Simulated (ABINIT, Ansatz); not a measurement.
# Lattice dynamics of AlIn (Fm-3m) in two programs, part 2 of 3

How does AlIn (Fm-3m) vibrate, and is this structure a minimum?

ABINIT 10.8.3; DFT LDA, scalar-relativistic, plane waves, HGH norm-conserving pseudopotentials.

So far. Step 2 (Relaxing the cell and atoms): The volume changes by -2.3 % from the cell with which this run began. Step 4 (Linear response at Γ): The acoustic modes at Γ come out as far as 0.4 cm⁻¹ from zero, where they should vanish, a small numerical error. The relaxed cell has a = 5.599 Å (conventional setting).

The structure was built from a prototype and need not be the compound's stable phase.

**5. Linear response on the mesh**

Linear response treats each wavevector of the 4×4×4 mesh in the unit cell; the first-order potentials are kept for the electron-phonon matrix elements.

dfpt_q.abi reads:

```
ndtset 7

# wavevectors
qpt1 0.25 0.0 0.0
qpt2 0.5 0.0 0.0
qpt3 0.25 0.25 0.0
qpt4 0.5 0.25 0.0
qpt5 -0.25 0.25 0.0
qpt6 0.5 0.5 0.0
qpt7 -0.25 0.5 0.25

# displacements
getwfk_filepath "gso_WFK"
getwfq_filepath "gso_WFK"
kptopt 3
nqpt 1
rfphon 1
rfatpol 1 2
rfdir 1 1 1
tolvrs 1.0d-10
prtwf 0
prtpot 1

# basis, mesh and filling
ecut 20.0
ixc 7
ngkpt 12 12 12
nshiftk 1
shiftk 0.0 0.0 0.0
istwfk *1
occopt 7
tsmear 0.01
nband 8
nstep 100
diemac 1000000.0
prtebands 0
prtgsr 0
useylm 1

# cell and atoms
acell 7.48191673 7.48191673 7.48191673
rprim 
    0.0 0.7071067812 0.7071067812
    0.7071067812 0.0 0.7071067812
    0.7071067812 0.7071067812 0.0
ntypat 2
znucl 13 49
natom 2
typat 1 2
xred 
    0.5 0.5 0.5
    0.0 0.0 0.0
pp_dirpath "./pseudo"
pseudos "Al.hgh, In.hgh"
```

Command:

```bash
$ OMP_NUM_THREADS=1 mpirun -n 4 abinit dfpt_q.abi > dfpt_q.log
```

Numbers of over 12 decimals in the logs are rounded to 6 here.

dfpt_q.abo, the main output file:

```text
[banners, grids, parts of the stress and lines that vanish by symmetry left out]
- input  file    -> dfpt_q.abi
- output file    -> dfpt_q.abo
- root for input  files -> dfpt_qi
[...]
DATASET    1 : space group Fm -3 m (#225); Bravais cF (face-center cubic)
[...]
nfft =       32768          nkpt =        1728
[...]
DATASET    2 : space group Fm -3 m (#225); Bravais cF (face-center cubic)
[...]
nfft =       32768          nkpt =        1728
[...]
DATASET    3 : space group Fm -3 m (#225); Bravais cF (face-center cubic)
[...]
nfft =       32768          nkpt =        1728
[...]
DATASET    4 : space group Fm -3 m (#225); Bravais cF (face-center cubic)
[...]
nfft =       32768          nkpt =        1728
[...]
DATASET    5 : space group Fm -3 m (#225); Bravais cF (face-center cubic)
[...]
nfft =       32768          nkpt =        1728
[...]
DATASET    6 : space group Fm -3 m (#225); Bravais cF (face-center cubic)
[...]
nfft =       32768          nkpt =        1728
[...]
DATASET    7 : space group Fm -3 m (#225); Bravais cF (face-center cubic)
[...]
nfft =       32768          nkpt =        1728
[...]
== DATASET  1 ==================================================================
[...]
cutoff_energies: {ecut:  20.0, pawecutdg:  -1.0, }
[...]
Exchange-correlation functional for the present dataset will be:
  LDA: Perdew-Wang 92 LSD fit to Ceperley-Alder data - ixc=7
[...]
Perturbation : displacement of atom   1   along direction   1
[...]
-ETOT  1   3273.5131594677      3.230E+03 4.652E+00 7.099E+07
 ETOT  2   208.84667907383     -3.065E+03 4.399E+00 4.378E+06
 ETOT  3   3.014354     -2.058E+02 2.353E-01 2.588E+04
 ETOT  4   1.845507     -1.169E+00 5.368E-03 3.562E+02
 ETOT  5   1.828409     -1.710E-02 5.355E-04 9.748E-02
[...]
At SCF step   10       vres2   =  1.52E-11 < tolvrs=  1.00E-10 =>converged.
[...]
Perturbation : displacement of atom   1   along direction   2
[...]
-ETOT  1   5.384959     -2.513E+01 8.332E-01 7.890E+03
[...]
At SCF step    9       vres2   =  2.06E-11 < tolvrs=  1.00E-10 =>converged.
[...]
Perturbation : displacement of atom   2   along direction   1
[...]
-ETOT  1   3291.4049452122      3.245E+03 3.405E+00 7.121E+07
[...]
At SCF step   10       vres2   =  6.38E-11 < tolvrs=  1.00E-10 =>converged.
[...]
Perturbation : displacement of atom   2   along direction   2
[...]
-ETOT  1   4.119905     -2.888E+01 2.870E-01 5.563E+03
[...]
At SCF step    9       vres2   =  9.12E-12 < tolvrs=  1.00E-10 =>converged.
[...]
Phonon wavevector (reduced coordinates) :  0.25000  0.00000  0.00000
 Phonon energies in Hartree :
[...]
Phonon frequencies in cm-1    :
-  5.675890E+01  5.675890E+01  6.304815E+01  1.893468E+02  1.893468E+02
-  1.936678E+02
[...]
== DATASET  2 ==================================================================
[...]
cutoff_energies: {ecut:  20.0, pawecutdg:  -1.0, }
[...]
Exchange-correlation functional for the present dataset will be:
  LDA: Perdew-Wang 92 LSD fit to Ceperley-Alder data - ixc=7
[...]
Perturbation : displacement of atom   1   along direction   1
[...]
-ETOT  1   215.56415426611      1.723E+02 6.969E+00 1.292E+06
[...]
Perturbation : displacement of atom   1   along direction   2
[...]
-ETOT  1   5.765212     -2.523E+01 9.142E-01 9.571E+03
[...]
Perturbation : displacement of atom   2   along direction   1
[...]
-ETOT  1   233.71084254096      1.879E+02 7.551E+00 1.376E+06
[...]
Perturbation : displacement of atom   2   along direction   2
[...]
-ETOT  1   4.210828     -2.927E+01 2.993E-01 6.289E+03
[...]
Phonon wavevector (reduced coordinates) :  0.50000  0.00000  0.00000
 Phonon energies in Hartree :
[...]
Phonon frequencies in cm-1    :
-  8.607371E+01  8.607371E+01  9.367116E+01  1.546751E+02  1.584166E+02
-  1.584166E+02
[...]
== DATASET  3 ==================================================================
[...]
cutoff_energies: {ecut:  20.0, pawecutdg:  -1.0, }
[...]
Exchange-correlation functional for the present dataset will be:
  LDA: Perdew-Wang 92 LSD fit to Ceperley-Alder data - ixc=7
[...]
Perturbation : displacement of atom   1   along direction   1
[...]
-ETOT  1   1231.7304149713      1.192E+03 4.868E+00 2.026E+07
[...]
Perturbation : displacement of atom   2   along direction   1
[...]
-ETOT  1   1227.4234898576      1.185E+03 2.841E+00 2.015E+07
[...]
Phonon wavevector (reduced coordinates) :  0.25000  0.25000  0.00000
 Phonon energies in Hartree :
[...]
Phonon frequencies in cm-1    :
- -2.836588E+01 -2.836588E+01  7.645329E+01  1.663223E+02  2.119033E+02
-  2.119033E+02
[...]
== DATASET  4 ==================================================================
[...]
cutoff_energies: {ecut:  20.0, pawecutdg:  -1.0, }
[...]
Exchange-correlation functional for the present dataset will be:
  LDA: Perdew-Wang 92 LSD fit to Ceperley-Alder data - ixc=7
[...]
Perturbation : displacement of atom   1   along direction   1
[...]
-ETOT  1   158.18709268855      1.168E+02 4.693E+00 9.766E+05
[...]
Perturbation : displacement of atom   1   along direction   2
[...]
-ETOT  1   45.500400782072      1.042E+01 2.127E+00 2.487E+05
[...]
Perturbation : displacement of atom   1   along direction   3
[...]
-ETOT  1   9.417695     -2.280E+01 9.040E-01 1.986E+04
[...]
Perturbation : displacement of atom   2   along direction   1
[...]
-ETOT  1   162.80983592438      1.189E+02 3.663E+00 9.914E+05
[...]
Phonon wavevector (reduced coordinates) :  0.50000  0.25000  0.00000
 Phonon energies in Hartree :
[...]
Phonon frequencies in cm-1    :
- -4.372782E+01  3.240322E+01  4.678846E+01  1.960611E+02  1.981904E+02
-  2.027464E+02
[...]
== DATASET  5 ==================================================================
[...]
cutoff_energies: {ecut:  20.0, pawecutdg:  -1.0, }
[...]
Exchange-correlation functional for the present dataset will be:
  LDA: Perdew-Wang 92 LSD fit to Ceperley-Alder data - ixc=7
[...]
Perturbation : displacement of atom   2   along direction   1
[...]
-ETOT  1   133.37469508311      9.431E+01 1.607E+00 1.058E+06
[...]
Perturbation : displacement of atom   2   along direction   3
[...]
-ETOT  1   4.339704     -2.918E+01 2.481E+00 6.970E+03
[...]
Phonon wavevector (reduced coordinates) : -0.25000  0.25000  0.00000
 Phonon energies in Hartree :
[...]
Phonon frequencies in cm-1    :
- -4.988945E+01  7.987543E+01  8.301505E+01  1.576519E+02  1.596302E+02
-  2.215969E+02
[...]
== DATASET  6 ==================================================================
[...]
cutoff_energies: {ecut:  20.0, pawecutdg:  -1.0, }
[...]
Exchange-correlation functional for the present dataset will be:
  LDA: Perdew-Wang 92 LSD fit to Ceperley-Alder data - ixc=7
[...]
Perturbation : displacement of atom   1   along direction   1
[...]
-ETOT  1   59.545984330550      2.056E+01 5.059E-01 2.673E+05
[...]
Perturbation : displacement of atom   2   along direction   1
[...]
-ETOT  1   55.235762031837      1.376E+01 2.804E-01 2.477E+05
[...]
Phonon wavevector (reduced coordinates) :  0.50000  0.50000  0.00000
 Phonon energies in Hartree :
[...]
Phonon frequencies in cm-1    :
- -5.746793E+01 -4.018837E+01 -4.018837E+01  2.171104E+02  2.171104E+02
-  2.333361E+02
[...]
== DATASET  7 ==================================================================
[...]
cutoff_energies: {ecut:  20.0, pawecutdg:  -1.0, }
[...]
Exchange-correlation functional for the present dataset will be:
  LDA: Perdew-Wang 92 LSD fit to Ceperley-Alder data - ixc=7
[...]
Perturbation : displacement of atom   1   along direction   1
[...]
-ETOT  1   39.160667764569      2.685E+00 5.436E+00 1.480E+05
[...]
Perturbation : displacement of atom   1   along direction   2
[...]
-ETOT  1   45.267035283802      6.780E+00 1.990E+00 1.739E+05
[...]
Perturbation : displacement of atom   2   along direction   1
[...]
-ETOT  1   38.299702352132     -6.622E-01 1.667E+00 1.434E+05
[...]
At SCF step    9       vres2   =  1.92E-11 < tolvrs=  1.00E-10 =>converged.
[...]
Perturbation : displacement of atom   2   along direction   2
[...]
-ETOT  1   41.181880187203      2.092E-01 1.018E+00 1.574E+05
[...]
ETOT  8   2.451991     -2.090E-11 3.429E-06 2.002E-10
 ETOT  9   2.451991      2.274E-13 8.597E-07 2.081E-12
 At SCF step    9       vres2   =  2.08E-12 < tolvrs=  1.00E-10 =>converged.
[...]
Phonon wavevector (reduced coordinates) : -0.25000  0.50000  0.25000
 Phonon energies in Hartree :
[...]
Phonon frequencies in cm-1    :
- -5.927894E+01 -5.927894E+01  8.304941E+01  1.555795E+02  2.259969E+02
-  2.259969E+02
[...]
fcart7     0.0000000000E+00  0.0000000000E+00  0.0000000000E+00
       
================================================================================
```

Elapsed: 22 min, on 4 MPI ranks of Arm Neoverse V2, shared host; 89 min of CPU time.

Read from the output:

```
lowest mode on the q mesh (acoustic ones at the zone centre apart) : -59.28 cm⁻¹
```

Frequencies (cm⁻¹) before the sum rule at the irreducible wavevectors but Γ, which is solved apart; negative means imaginary. Frequencies by wavevector:

```tsv
q (fractions)	star	mode 1	mode 2	mode 3	mode 4	mode 5	mode 6
0.25 0 0	8	56.76	56.76	63.05	189.3	189.3	193.7
0.5 0 0	4	86.07	86.07	93.67	154.7	158.4	158.4
0.25 0.25 0	6	-28.37	-28.37	76.45	166.3	211.9	211.9
0.5 0.25 0	24	-43.73	32.4	46.79	196.1	198.2	202.8
-0.25 0.25 0	12	-49.89	79.88	83.02	157.7	159.6	221.6
0.5 0.5 0	3	-57.47	-40.19	-40.19	217.1	217.1	233.3
-0.25 0.5 0.25	6	-59.28	-59.28	83.05	155.6	226	226
```

**6. Dispersion**

anaddb transforms the dynamical matrices to force constants and back along the path; points of the mesh come back as solved, but for the sum rule and, in polar crystals, the LO-TO term at Γ; the rest is interpolation.

anaddb.abi reads:

```
ddb_filepath "all_DDB"
output_file "anaddb.abo"
outdata_prefix "anaddb"
ifcflag 1
ngqpt 4 4 4
nqshft 1
q1shft 0.0 0.0 0.0
asr 1
chneut 0
dipdip 0
dipquad 0
quadquad 0
enunit 0
eivec 0
nph1l 62
qph1l 
    0.0 0.0 0.0 1.0
    0.05 0.0 0.05 1.0
    0.1 0.0 0.1 1.0
    0.15 0.0 0.15 1.0
    0.2 0.0 0.2 1.0
    0.25 0.0 0.25 1.0
    0.3 0.0 0.3 1.0
    0.35 0.0 0.35 1.0
    0.4 0.0 0.4 1.0
    0.45 0.0 0.45 1.0
    0.5 0.0 0.5 1.0
    0.5125 0.025 0.5125 1.0
    0.525 0.05 0.525 1.0
    0.5375 0.075 0.5375 1.0
    0.55 0.1 0.55 1.0
    0.5625 0.125 0.5625 1.0
    0.575 0.15 0.575 1.0
    0.5875 0.175 0.5875 1.0
    0.6 0.2 0.6 1.0
    0.6125 0.225 0.6125 1.0
    0.625 0.25 0.625 1.0
    0.375 0.375 0.75 1.0
    0.3375 0.3375 0.675 1.0
    0.3 0.3 0.6 1.0
    0.2625 0.2625 0.525 1.0
    0.225 0.225 0.45 1.0
    0.1875 0.1875 0.375 1.0
    0.15 0.15 0.3 1.0
    0.1125 0.1125 0.225 1.0
    0.075 0.075 0.15 1.0
    0.0375 0.0375 0.075 1.0
    0.0 0.0 0.0 1.0
    0.05 0.05 0.05 1.0
    0.1 0.1 0.1 1.0
    0.15 0.15 0.15 1.0
    0.2 0.2 0.2 1.0
    0.25 0.25 0.25 1.0
    0.3 0.3 0.3 1.0
    0.35 0.35 0.35 1.0
    0.4 0.4 0.4 1.0
    0.45 0.45 0.45 1.0
    0.5 0.5 0.5 1.0
    0.5 0.475 0.525 1.0
    0.5 0.45 0.55 1.0
    0.5 0.425 0.575 1.0
    0.5 0.4 0.6 1.0
    0.5 0.375 0.625 1.0
    0.5 0.35 0.65 1.0
    0.5 0.325 0.675 1.0
    0.5 0.3 0.7 1.0
    0.5 0.275 0.725 1.0
    0.5 0.25 0.75 1.0
    0.5 0.225 0.725 1.0
    0.5 0.2 0.7 1.0
    0.5 0.175 0.675 1.0
    0.5 0.15 0.65 1.0
    0.5 0.125 0.625 1.0
    0.5 0.1 0.6 1.0
    0.5 0.075 0.575 1.0
    0.5 0.05 0.55 1.0
    0.5 0.025 0.525 1.0
    0.5 0.0 0.5 1.0
```

mrgddb.in reads:

```
all_DDB
merged
8
dfpt_gammao_DDB
dfpt_qo_DS1_DDB
dfpt_qo_DS2_DDB
dfpt_qo_DS3_DDB
dfpt_qo_DS4_DDB
dfpt_qo_DS5_DDB
dfpt_qo_DS6_DDB
dfpt_qo_DS7_DDB
```

Command:

```bash
$ mrgddb < mrgddb.in > mrgddb.log
$ OMP_NUM_THREADS=1 anaddb anaddb.abi > anaddb.log
```

anaddb.abo, the main output file:

```text
[banners, grids, parts of the stress and lines that vanish by symmetry left out]
-outvars_anaddb: echo values of input variables ----------------------

 Flags :
[...]
Phonon wavevector (reduced coordinates) :  0.00000  0.00000  0.00000
 Phonon energies in Hartree :
[...]
Phonon frequencies in cm-1    :
-  0.000000E+00  0.000000E+00  0.000000E+00  2.091570E+02  2.091570E+02
-  2.091570E+02
[...]
Phonon wavevector (reduced coordinates) :  0.05000  0.00000  0.05000
 Phonon energies in Hartree :
[...]
Phonon frequencies in cm-1    :
- -9.412935E+00 -9.412935E+00  2.957543E+01  2.054541E+02  2.096023E+02
-  2.096023E+02
[...]
Phonon wavevector (reduced coordinates) :  0.10000  0.00000  0.10000
 Phonon energies in Hartree :
[...]
Phonon frequencies in cm-1    :
- -1.785553E+01 -1.785553E+01  5.672740E+01  1.946295E+02  2.105462E+02
-  2.105462E+02
[...]
Phonon wavevector (reduced coordinates) :  0.15000  0.00000  0.15000
 Phonon energies in Hartree :
[...]
Phonon frequencies in cm-1    :
- -2.426206E+01 -2.426206E+01  7.871835E+01  1.785118E+02  2.112790E+02
-  2.112790E+02
[...]
Phonon wavevector (reduced coordinates) :  0.20000  0.00000  0.20000
 Phonon energies in Hartree :
[...]
Phonon frequencies in cm-1    :
- -2.775266E+01 -2.775266E+01  8.916970E+01  1.644581E+02  2.115801E+02
-  2.115801E+02
  Phonon wavevector (reduced coordinates) :  0.25000  0.00000  0.25000
 Phonon energies in Hartree :
[...]
Phonon frequencies in cm-1    :
- -2.836856E+01 -2.836856E+01  7.645286E+01  1.663203E+02  2.119019E+02
-  2.119019E+02
  Phonon wavevector (reduced coordinates) :  0.30000  0.00000  0.30000
 Phonon energies in Hartree :
[...]
Phonon frequencies in cm-1    :
- -2.788867E+01 -2.788867E+01  4.266052E+01  1.818113E+02  2.127812E+02
-  2.127812E+02
  Phonon wavevector (reduced coordinates) :  0.35000  0.00000  0.35000
 Phonon energies in Hartree :
[...]
Phonon frequencies in cm-1    :
- -3.455923E+01 -2.932477E+01 -2.932477E+01  2.007246E+02  2.142183E+02
-  2.142183E+02
  Phonon wavevector (reduced coordinates) :  0.40000  0.00000  0.40000
 Phonon energies in Hartree :
[...]
Phonon frequencies in cm-1    :
- -5.196415E+01 -3.363015E+01 -3.363015E+01  2.157109E+02  2.157109E+02
-  2.176564E+02
  Phonon wavevector (reduced coordinates) :  0.45000  0.00000  0.45000
 Phonon energies in Hartree :
[...]
Phonon frequencies in cm-1    :
- -5.665654E+01 -3.825527E+01 -3.825527E+01  2.167500E+02  2.167500E+02
-  2.292324E+02
  Phonon wavevector (reduced coordinates) :  0.50000  0.00000  0.50000
 Phonon energies in Hartree :
[...]
Phonon frequencies in cm-1    :
- -5.746953E+01 -4.019042E+01 -4.019042E+01  2.171091E+02  2.171091E+02
-  2.333348E+02
  Phonon wavevector (reduced coordinates) :  0.51250  0.02500  0.51250
 Phonon energies in Hartree :
[...]
Phonon frequencies in cm-1    :
- -5.759122E+01 -4.000842E+01 -3.970584E+01  2.169154E+02  2.169721E+02
-  2.332263E+02
  Phonon wavevector (reduced coordinates) :  0.52500  0.05000  0.52500
 Phonon energies in Hartree :
[...]
Phonon frequencies in cm-1    :
- -5.794425E+01 -3.945277E+01 -3.824217E+01  2.163338E+02  2.165561E+02
-  2.329062E+02
  Phonon wavevector (reduced coordinates) :  0.53750  0.07500  0.53750
 Phonon energies in Hartree :
[...]
Phonon frequencies in cm-1    :
- -5.849403E+01 -3.849315E+01 -3.576192E+01  2.153630E+02  2.158463E+02
-  2.323904E+02
[...]
Phonon wavevector (reduced coordinates) :  0.50000  0.47500  0.52500
 Phonon energies in Hartree :
[...]
Phonon frequencies in cm-1    :
-  8.125119E+01  8.394643E+01  9.156203E+01  1.566661E+02  1.604513E+02
-  1.615821E+02
  Phonon wavevector (reduced coordinates) :  0.50000  0.45000  0.55000
 Phonon energies in Hartree :
[...]
Phonon frequencies in cm-1    :
-  6.883110E+01  7.461894E+01  8.976412E+01  1.580602E+02  1.687877E+02
-  1.693801E+02
  Phonon wavevector (reduced coordinates) :  0.50000  0.42500  0.57500
 Phonon energies in Hartree :
[...]
Phonon frequencies in cm-1    :
-  5.128660E+01  5.936551E+01  8.913545E+01  1.589722E+02  1.791805E+02
-  1.796901E+02
  Phonon wavevector (reduced coordinates) :  0.50000  0.40000  0.60000
 Phonon energies in Hartree :
[...]
Phonon frequencies in cm-1    :
-  2.680124E+01  3.918327E+01  8.855373E+01  1.595609E+02  1.894062E+02
-  1.907379E+02
  Phonon wavevector (reduced coordinates) :  0.50000  0.37500  0.62500
 Phonon energies in Hartree :
[...]
Phonon frequencies in cm-1    :
- -2.873843E+01 -1.262745E+01  8.773166E+01  1.596141E+02  1.992223E+02
-  2.009123E+02
  Phonon wavevector (reduced coordinates) :  0.50000  0.35000  0.65000
 Phonon energies in Hartree :
[...]
Phonon frequencies in cm-1    :
- -4.432680E+01 -3.849216E+01  8.663789E+01  1.590575E+02  2.080862E+02
-  2.096755E+02
[...]
Phonon wavevector (reduced coordinates) :  0.50000  0.02500  0.52500
 Phonon energies in Hartree :
[...]
Phonon frequencies in cm-1    :
- -5.771154E+01 -4.027352E+01 -3.875768E+01  2.160960E+02  2.174580E+02
-  2.331192E+02
  Phonon wavevector (reduced coordinates) :  0.50000  0.00000  0.50000
 Phonon energies in Hartree :
[...]
Phonon frequencies in cm-1    :
- -5.746953E+01 -4.019042E+01 -4.019042E+01  2.171091E+02  2.171091E+02
-  2.333348E+02
-
```

Wall time 0.52 s (1 thread).

Read from the output:

| Quantity | Value |
| --- | --- |
| lowest frequency on the path | -62.77 cm⁻¹ |

Anaddb. Phonon branches along the path, in cm⁻¹:

```tsv
point	branch 1	branch 2	branch 3	branch 4	branch 5	branch 6
Γ	0	0	0	209	209	209
halfway	-28	-28	76	166	212	212
X	-58	-40	-40	217	217	233
halfway	-60	-35	-27	212	213	231
U	-63	12	33	198	200	226
jump to K	-63	12	33	198	200	226
halfway	-39	81	86	165	166	219
Γ	0	0	0	209	209	209
halfway	57	57	63	189	189	194
L	86	86	94	155	158	158
halfway	-29	-13	88	160	199	201
W	-59	-59	83	156	226	226
halfway	-62	-45	35	193	223	229
X	-58	-40	-40	217	217	233
```

The phonon branches as a text plot (rows in cm⁻¹):

```
    227 |           ***********                          ********
    215 |****************      **********              **      **
    202 | *      *      ***         **  ****          **      *
    190 |  *               *      **       ***       *       *
    178 |   *   *           *    *           **     *       *
    165 |    ***             ** *              ** ** **
    153 |                      *                *****  *****
    141 |
    128 |
    116 |
    104 |
     91 |    **                **              **********
     79 |   *  *             *****            *** **     ***
     67 |                   *    *          **     *        *
     54 |  *               **     **       **       *        *
     42 |       *          *        *     **         *
     30 | *              **              *           *
     17 |                 *          *  *                     *
      5 |*                            **
     -7 | *             *            *                *
    -20 |  **            *          *
    -32 |    *******   **        ***                  *        *
    -44 |           ***        **                      **   *****
    -57 |         *************                         *********
         Γ           X  U|K            Γ         L        W     X
```

The path dips to 63i cm⁻¹.

(Part 2 of 3 ends here.)

[Host names and launcher messages were left out of these logs when they were recorded.]

[Logs are printed without paths, hosts, clocks, repeated set-up lines and the standing remarks that a program may print on its own settings, such as how far it seeks lower states.]

[Hosts, paths, dates, database ids (printed as entryN), source tags and the programs' standing remarks are cut or masked in the printed files.]
